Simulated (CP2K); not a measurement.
Consider 2-silylpyrrole at its PBE geometry (Å).

```xyz
13

Si    2.1630    0.0858    0.0620
C     0.3191   -0.0609    0.0155
C    -0.5098   -1.1832   -0.0543
C    -1.8594   -0.7468   -0.0794
C    -1.8442    0.6387   -0.0253
N    -0.5324    1.0400    0.0393
H     2.4992    1.5404    0.1148
H     2.8045   -0.5085   -1.1466
H     2.7471   -0.5870    1.2578
H    -0.1647   -2.2122   -0.0845
H    -2.7455   -1.3703   -0.1312
H    -2.6540    1.3596   -0.0290
H    -0.2230    2.0044    0.0609
```

Method: CP2K XAS_TDP, all-electron GAPW, PBEh(45%), aug-pc-1, TDA, ZORA, spin–orbit coupling.

Question: Predict the bright core excitations at the Si L₂,₃ edge.

Leading lines: Si1 101.19 eV. The leading line of an atom is its first one with 35 % of the strongest within 2.5 eV of its lowest line over the strength cut. 

The first six lines of each atom with a strength over 0.0003:

```
                     atom  energy (eV)  states  strength, one atom
Si1 (bonded to C and 3 H)       101.14       1              0.0009
                                101.19       3              0.0073
                                101.22       1              0.0024
                                101.34       1              0.0004
                                101.39       1              0.0007
                                101.44       2              0.0003
```

Lines are vertical, at one geometry, with no vibrational structure. Without a correction of the core level, line positions, and the gaps between valence and Rydberg lines, follow the share of exact exchange. Rydberg lines, and the discretised continuum above threshold, depend on the basis and the box.

[Banner, clock and machine lines of the logs are left out without a mark of their own.]

[Logs are printed without paths, hosts, clocks, repeated set-up lines and the standing remarks that a program may print on its own settings, such as how far it seeks lower states.]

[Hosts, paths, dates, database ids (printed as entryN), source tags and the programs' standing remarks are cut or masked in the printed files.]
